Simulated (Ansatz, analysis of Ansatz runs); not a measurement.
# B-H pair in alpha-quartz: local vibrational mode against experiment, part 2 of 2

Aim: the local vibrational mode of the B-H pair in alpha-quartz, to be set beside the measurement. Set-up: PBE, 72-site cell, PBE lattice, 420 eV, k: the single point 1/4 1/4 1/4. The model is a cell of 72 host atoms with B put on another atom's site and H put in between. The frequencies come from force constants among the defect atom and its neighbours, with the masses of the isotopes named. A local or semilocal functional is the cheapest first rung.

Ansatz 0.2.0; PBE, 72-site cell, PBE lattice, 420 eV, k: the single point 1/4 1/4 1/4.

So far: Set-up; Relaxation, charge 0.

## (2) Relaxation, charge 0 (continued)

Level of this step: plane-wave PAW DFT, PBE; relaxation of all atoms of a defect supercell (Ansatz).

Step by step:

```csv
step,energy less that of the first step (eV),largest force component (eV/Å)
1,0.0000,5.8810
2,-2.2691,3.0463
3,-3.2937,1.6260
4,-3.5743,0.6346
5,-3.6519,0.5916
6,-3.7389,0.5873
7,-3.8164,0.4337
8,-3.8638,1.0699
9,-3.9099,0.1439
10,-3.9035,0.2047
11,-3.9151,0.0433
12,-3.9169,0.0369
13,-3.9174,0.0451
14,-3.9176,0.0119
15,-3.9177,0.0099
```

Relaxation step 10 was tried and not accepted.

The atoms that moved most (Å, from the sites as typed, ahead of the random displacement, the mean shift of all atoms taken out):

```csv
atom,dx,dy,dz,length
H73,0.302,0.255,-1.001,1.076
O15,-0.226,0.152,0.115,0.296
O16,-0.005,0.291,0.016,0.292
B12,-0.091,0.201,0.137,0.260
O52,-0.220,0.035,-0.111,0.249
O26,0.097,-0.197,0.018,0.221
O5,0.082,-0.143,-0.106,0.196
O51,-0.139,-0.010,0.137,0.195
```

Neighbours of the ideal centre at the end:

```csv
atom,distance (Å)
B12,1.121
H73,1.362
O4,1.427
O9,1.715
O15,1.782
O16,1.842
Si1,2.873
Si19,3.057
```

Neighbours of the added atoms: H73: O4 0.97, O9 2.12, Si1 2.22 Å.

Numbers from this step:

- free energy: -42112.0843 eV

The relaxation ends 54 meV an atom lower than the displaced start, with a largest force component of 0.0099 eV/Å.

## (3) Local vibrational modes

A local mode lives on the defect and the atoms next to it, so only the sites listed in the input are displaced, which costs far fewer SCF runs than the whole cell would.

This step: plane-wave PAW DFT, PBE; finite-displacement force constants among the atoms nearest to a defect, the others at rest.

Input file modes/input.yaml:

```yaml
crystal:
  lattice:
    - [10.03667686, 0.0, 0.0]
    - [-5.01833843, 8.69201713, 0.0]
    - [0.0, 0.0, 11.0179481]
  atoms:
    - { symbol: Si, position: [0.238253157, -0.01292338, 0.325019876] }
    - { symbol: Si, position: [0.001562743, 0.240208279, 0.171150904] }
[... 1 atom line left out ...]
    - { symbol: O, position: [0.203197499, 0.119463397, 0.375267522] }
[... 3 atom lines left out ...]
    - { symbol: O, position: [0.081833979, 0.366971598, 0.279061951] }
    - { symbol: O, position: [0.299262357, 0.417418627, 0.444913752] }
[... 1 atom line left out ...]
    - { symbol: Si, position: [0.003616241, 0.248189213, 0.670359275] }
    - { symbol: B, position: [0.280413552, 0.320778474, 0.541750319] }
[... 2 atom lines left out ...]
    - { symbol: O, position: [0.407298145, 0.310318334, 0.574135773] }
    - { symbol: O, position: [0.144476375, 0.240680581, 0.604223336] }
[... 2 atom lines left out ...]
    - { symbol: Si, position: [0.23983033, 0.495571927, 0.344021306] }
[... 7 atom lines left out ...]
    - { symbol: O, position: [0.293890744, 0.917718791, 0.435010649] }
[... 19 atom lines left out ...]
    - { symbol: Si, position: [0.487127331, 0.24368358, 0.666574901] }
[... 25 atom lines left out ...]
    - { symbol: H, position: [0.278524898, 0.223359106, 0.351045025] }
basis:
  ecutwfc: 420
  xc_grid: 2
hamiltonian:
  xc: pbe
kpoints:
  mp_grid: { grid: [1, 1, 1], shift: [0.25, 0.25, 0.25] }
scf:
  occupations: { method: fermi_dirac, width: 0.01 }
  max_iter: 120
output: {}
checkpoint:
  read: "../relax.run"
phonons:
  supercell: [1, 1, 1]
  displaced_sites: [0, 3, 8, 11, 72]
```

Run with:

```console
$ ansatz run input.yaml --threads 2 --pin off --max-ram 3768MiB --backend cpu --events-out ev --progress --plain --runs-dir out
```

Numbers of over 12 decimals in the logs are rounded to 6 here.

What it wrote:

```text
[...]
Crystal: 73 atoms, lattice volume = 961.194 Å³
Basis set: ecut = 420 eV, 18781 PW (Γ), exchange–correlation on 144×144×150 points (8 copies of the dense FFT grid, shifted against one another)
Bands: 265, of which v1, the nominal top of the filled ones, is band 192 counted from 1 (191 counted from 0)
Symmetry: 1 space group operations
k-points: 1
[...]
Stability of the state it starts from, as read at its close in the unpolarized treatment: not read negative (Ritz values of 1 − χ₀K, real part plus size of imaginary part, from 1.0 to 1.3, by its mixing steps under no symmetry)
[...]
iter 1 solved again at ethr=1.23e-11 eV; its pass at ethr=3.10e-3 eV (dr2=4.71e-8 eV) is discarded
[...]
SCF iter   5: F=-42112.084302 eV  HF=-42112.084302 eV  |F-HF|=3.64e-11  |Δ(HF+E_count)|=  8.73e-11  Δρ=7.53e-8  dr2=3.79e-11  ethr=1.00e-12  ⟨swp⟩=4.0  Hψ=797  notcnv=0
[...]
symmetry images taken by strict's conditions (phonons.symmetry_images: auto; settled by no image being taken that strict refuses)
  force constants formed among 5 of 73 sites (Si 0, O 3, O 8, B 11, H 72); the other 68 at rest. The modes move the named sites alone.
  the frequencies, the zero-point energy and the sums are of the block with the acoustic sum rule laid on its rows. Row sums over every site: 1.7e-4 eV/Å² at the most
  transpose residual: 5.7e-4 eV/Å²
  largest component of a force at the reference: 9.9e-3 eV/Å on a named site, 5.8e-3 eV/Å on a site at rest
  frequencies among the named sites at Γ of the cell (cm⁻¹): 178.01 205.23 262.71 352.49 368.56 390.26 564.70 649.69 654.09 785.67 887.11 963.49 1120.55 1240.41 3683.43
  unstable modes among the named sites: 0
  frequencies as built, with no sum rule (cm⁻¹): 178.02 205.24 262.71 352.50 368.56 390.27 564.70 649.68 654.10 785.67 887.11 963.49 1120.55 1240.41 3683.43
  zero-point energy: 0.762899 eV/cell   skipped modes (ω ≤ 0): 0
  not written: the harmonic force-constant file, the file of eigenvectors (these modes' are written with the force constants), the density of states and the dispersion, which are of every site
[key lines of the parts left out:]
SCF converged after 5 iterations
Free energy (F): -42112.084302 eV
Fermi energy:    5.165865 eV
```

Elapsed: 8.4 min, on 2 threads of Intel Xeon Platinum 8259CL at 2.50GHz (Skylake/Cascade Lake), shared host; peak memory 1.7 GiB.

Read from the output:

```
free energy : -42112.0843 eV
```

The modes with the largest weight on the probed atoms (the light atom of a pair), for the masses of each isotope. Modes of the displaced atoms (local only where they lie over the host's phonons):

```csv
isotopes,mode (cm⁻¹),share of the defect atoms
H,3684,0.941
H,963.5,0.534
H,352.5,0.545
D,2682,0.886
D,280.6,0.613
D,159.1,0.455
```

## (4) Results

```yaml
distance_from_the_defect_atom_to_its_nearest_neighbour: 0.970 Å
o_h_stretch_1h: 3684 cm⁻¹
time_of_the_whole_chain: 13 min on 2 threads
```

What this shows: O-H stretch, 1H: computed 3684 cm⁻¹, measured 3595 cm⁻¹; 89 cm⁻¹ (2 %) above the measurement. The computed value is harmonic, while the measured line is the anharmonic fundamental, which for X–H stretches usually lies a few per cent lower. Only the named neighbours move, so modes near the host's band are approximate.

[Logs are printed without paths, hosts, clocks, repeated set-up lines and the standing remarks that a program may print on its own settings, such as how far it seeks lower states.]

[Hosts, paths, dates, database ids (printed as entryN), source tags and the programs' standing remarks are cut or masked in the printed files.]

[For some hosts the program warned that the k-mesh of the response run may be too coarse for force constants and the static dielectric constant; such warnings are not shown here.]
